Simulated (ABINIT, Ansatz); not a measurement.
# KNbS3 (Pm-3m): zone-centre phonons

Which modes does KNbS3 (Pm-3m) have at the zone centre?

Program: ABINIT 10.8.3. Level of theory: DFT PBEsol, scalar-relativistic, plane waves, PseudoDojo norm-conserving pseudopotentials. Results are calculated unless marked as measured.

The structure was built from a prototype and need not be the compound's stable phase.

**1. The starting structure**

The structure is cubic, space group Pm-3m (No. 221). Conventional cell: a = 4.816 Å, b = 4.816 Å, c = 4.816 Å, α = 90.00°, β = 90.00°, γ = 90.00°. Nearest to K lie 12 S at 3.41 Å. Nearest to Nb lie 6 S at 2.41 Å. S has 2 Nb at 2.41 Å and 4 K at 3.41 Å nearest. Farther neighbours and most contacts between anions are not listed.

**2. Relaxing the cell and atoms**

The harmonic expansion needs vanishing forces, and a free crystal bears no stress, so cell and atoms are brought to rest. Stress is more sensitive to the basis than forces are: the last 3 Ha under the cutoff are smoothed with ecutsm, and the cutoff is raised above that of the later runs.

The starting cell comes from a relaxation made beforehand in Ansatz (PBEsol, PseudoDojo NC).

relax.abi

```
# relaxation
ionmov 2
optcell 2
dilatmx 1.08
ntime 40
tolmxf 1.0d-05
tolvrs 1.0d-14
prtwf 0
prtden 0
chksymtnons 0

# basis, mesh and filling
ecut 46.0
ecutsm 3.0
ngkpt 6 6 6
nshiftk 1
shiftk 0.0 0.0 0.0
istwfk *1
occopt 3
tsmear 0.01
nband 29
nstep 100
diemac 1000000.0
prtebands 0
prtgsr 0
useylm 1

# cell and atoms
acell 9.100079508 9.100079508 9.100079508
rprim 
    1.0 0.0 0.0
    0.0 1.0 0.0
    0.0 0.0 1.0
ntypat 3
znucl 19 41 16
natom 5
typat 1 2 3 3 3
xred 
    0.0 0.0 0.0
    0.5 0.5 0.5
    0.5 0.5 0.0
    0.5 0.0 0.5
    0.0 0.5 0.5
pp_dirpath "./pseudo"
pseudos "K.upf, Nb.upf, S.upf"
```

Started as:

```sh
$ OMP_NUM_THREADS=1 mpirun -n 4 abinit relax.abi > relax.log
```

Numbers of over 12 decimals in the logs are rounded to 6 here.

relax.abo, the main output file:

```text
[banners, grids, parts of the stress and lines that vanish by symmetry left out]
- input  file    -> relax.abi
- output file    -> relax.abo
- root for input  files -> relaxi
[...]
Symmetries : space group Pm -3 m (#221); Bravais cP (primitive cubic)
[...]
mpw =       14328          nfft =      262144          nkpt =          20
[...]
== DATASET  1 ==================================================================
[...]
cutoff_energies: {ecut:  46.0, pawecutdg:  -1.0, }
[...]
ETOT  1  -125.09887979051    -1.251E+02 6.610E-02 3.660E+03
 ETOT  2  -123.34704978730     1.752E+00 9.456E-02 2.261E+04
 ETOT  3  -125.46409218487    -2.117E+00 1.515E-02 3.102E+02
 ETOT  4  -125.48358548324    -1.949E-02 4.674E-03 7.662E+01
 ETOT  5  -125.49011706360    -6.532E-03 4.410E-03 5.194E-01
[...]
At SCF step   15       vres2   =  2.41E-16 < tolvrs=  1.00E-14 =>converged.
[...]
sigma(1 1)= -9.91758216E-06  sigma(3 2)=  0.00000000E+00
  sigma(2 2)= -9.91758216E-06  sigma(3 1)=  0.00000000E+00
  sigma(3 3)= -9.91758216E-06  sigma(2 1)=  0.00000000E+00
[...]
convergence: {deltae:  6.565E-12, res2:  2.406E-16, residm:  6.864E-05, diffor: null, }
etotal    :  -1.25490157E+02
[...]
ETOT  1  -125.49000334014    -1.255E+02 4.630E-05 2.101E+00
[...]
At SCF step   12       vres2   =  3.10E-16 < tolvrs=  1.00E-14 =>converged.
[...]
sigma(1 1)= -7.41846634E-06  sigma(3 2)=  0.00000000E+00
  sigma(2 2)= -7.41846634E-06  sigma(3 1)=  0.00000000E+00
  sigma(3 3)= -7.41846634E-06  sigma(2 1)=  0.00000000E+00
[...]
convergence: {deltae:  1.705E-13, res2:  3.097E-16, residm:  5.280E-06, diffor: null, }
etotal    :  -1.25490163E+02
[...]
ETOT  1  -125.48877167304    -1.255E+02 3.710E-06 1.842E+01
[...]
ETOT 12  -125.49017055790     6.395E-13 2.451E-07 1.023E-14
 ETOT 13  -125.49017055789     5.272E-12 6.745E-08 5.480E-17
 At SCF step   13       vres2   =  5.48E-17 < tolvrs=  1.00E-14 =>converged.
[...]
sigma(1 1)= -3.59966297E-08  sigma(3 2)=  0.00000000E+00
  sigma(2 2)= -3.59966297E-08  sigma(3 1)=  0.00000000E+00
  sigma(3 3)= -3.59966297E-08  sigma(2 1)=  0.00000000E+00
[...]
convergence: {deltae:  5.272E-12, res2:  5.480E-17, residm:  6.745E-08, diffor: null, }
etotal    :  -1.25490171E+02
[...]
At Broyd/MD step   3, gradients are converged :
[...]
sigma(1 1)= -3.59966297E-08  sigma(3 2)=  0.00000000E+00
  sigma(2 2)= -3.59966297E-08  sigma(3 1)=  0.00000000E+00
  sigma(3 3)= -3.59966297E-08  sigma(2 1)=  0.00000000E+00
[...]
- sigma(1 1)= -1.05905741E-03  sigma(3 2)=  0.00000000E+00
- sigma(2 2)= -1.05905741E-03  sigma(3 1)=  0.00000000E+00
- sigma(3 3)= -1.05905741E-03  sigma(2 1)=  0.00000000E+00
[...]
fcart     -0.0000000000E+00 -0.0000000000E+00 -0.0000000000E+00
           strten     -3.5996629734E-08 -3.5996629735E-08 -3.5996629736E-08
================================================================================

[key lines of the parts left out:]
pressure_GPa:   1.0591E-03
Total energy (etotal) [Ha]= -1.25490170557891E+02
```

Wall time 6.7 min (4 MPI ranks of Intel Xeon at 2.70GHz, shared host).

Step by step:

```csv
step,energy less that of the first step (eV),largest force (eV/Å),volume (Å³)
1,0.0000,0.0000,111.67
2,-0.0002,0.0000,111.77
3,-0.0004,0.0000,112.07
```

```csv
"conventional cell, symmetrised",before,after,change
a (Å),4.816,4.821,+0.1 %
b (Å),4.816,4.821,+0.1 %
c (Å),4.816,4.821,+0.1 %
volume (Å³/atom),22.33,22.41,+0.4 %
```

Numbers from this step:

```yaml
volume_per_atom: 22.41 Å³
pressure: 0.001059 GPa
gap_on_the_k_mesh: 0 eV
```

The volume changes by +0.4 % from the cell with which this run began.

**3. Self-consistent run for the response**

First-order wavefunctions inherit every error of the ground state, hence the very tight tolvrs. Occupations are smeared.

gs.abi

```
# ground state
tolvrs 1.0d-16
prtden 1
prtwf 1

# basis, mesh and filling
ecut 37.0
ngkpt 6 6 6
nshiftk 1
shiftk 0.0 0.0 0.0
istwfk *1
occopt 3
tsmear 0.01
nband 29
nstep 100
diemac 1000000.0
prtebands 0
prtgsr 0
useylm 1

# cell and atoms
acell 9.110852696 9.110852696 9.110852696
rprim 
    1.0 0.0 0.0
    0.0 1.0 0.0
    0.0 0.0 1.0
ntypat 3
znucl 19 41 16
natom 5
typat 1 2 3 3 3
xred 
    0.0 0.0 0.0
    0.5 0.5 0.5
    0.5 0.5 0.0
    0.5 0.0 0.5
    0.0 0.5 0.5
pp_dirpath "./pseudo"
pseudos "K.upf, Nb.upf, S.upf"
```

Started as:

```sh
$ OMP_NUM_THREADS=1 mpirun -n 4 abinit gs.abi > gs.log
```

gs.abo, the main output file:

```text
[banners, grids, parts of the stress and lines that vanish by symmetry left out]
- input  file    -> gs.abi
- output file    -> gs.abo
- root for input  files -> gsi
[...]
Symmetries : space group Pm -3 m (#221); Bravais cP (primitive cubic)
[...]
mpw =        8217          nfft =      125000          nkpt =          20
[...]
== DATASET  1 ==================================================================
[...]
cutoff_energies: {ecut:  37.0, pawecutdg:  -1.0, }
[...]
ETOT  1  -125.10015934597    -1.251E+02 4.532E-02 1.766E+03
 ETOT  2  -123.28446089873     1.816E+00 5.330E-02 1.107E+04
 ETOT  3  -125.46300165023    -2.179E+00 1.666E-02 1.531E+02
 ETOT  4  -125.48301376281    -2.001E-02 1.046E-02 3.870E+01
 ETOT  5  -125.48995005360    -6.936E-03 7.457E-03 2.303E-01
[...]
ETOT 15  -125.48998808014    -6.565E-12 3.706E-04 2.969E-16
 ETOT 16  -125.48998808014     3.155E-12 6.604E-05 1.752E-17
 At SCF step   16       vres2   =  1.75E-17 < tolvrs=  1.00E-16 =>converged.
[...]
sigma(1 1)=  3.26380641E-06  sigma(3 2)=  0.00000000E+00
  sigma(2 2)=  3.26380641E-06  sigma(3 1)=  0.00000000E+00
  sigma(3 3)=  3.26380641E-06  sigma(2 1)=  0.00000000E+00
[...]
convergence: {deltae:  3.155E-12, res2:  1.752E-17, residm:  6.604E-05, diffor: null, }
etotal    :  -1.25489988E+02
[...]
sigma(1 1)=  3.26380641E-06  sigma(3 2)=  0.00000000E+00
  sigma(2 2)=  3.26380641E-06  sigma(3 1)=  0.00000000E+00
  sigma(3 3)=  3.26380641E-06  sigma(2 1)=  0.00000000E+00
[...]
- sigma(1 1)=  9.60244998E-02  sigma(3 2)=  0.00000000E+00
- sigma(2 2)=  9.60244998E-02  sigma(3 1)=  0.00000000E+00
- sigma(3 3)=  9.60244998E-02  sigma(2 1)=  0.00000000E+00
[...]
fcart     -0.0000000000E+00 -0.0000000000E+00 -0.0000000000E+00
           strten      3.2638064097E-06  3.2638064097E-06  3.2638064097E-06
================================================================================

[key lines of the parts left out:]
pressure_GPa:  -9.6024E-02
```

Run time: 86 s. Hardware: 4 MPI ranks; 5.7 min of CPU time.

Read from the output:

- pressure: -0.09602 GPa

The cell stands at -0.096 GPa, close enough for phonons.

(Part 1 of 5 ends here.)

[Host names and launcher messages were left out of these logs when they were recorded.]

[Logs are printed without paths, hosts, clocks, repeated set-up lines and the standing remarks that a program may print on its own settings, such as how far it seeks lower states.]

[Hosts, paths, dates, database ids (printed as entryN), source tags and the programs' standing remarks are cut or masked in the printed files.]
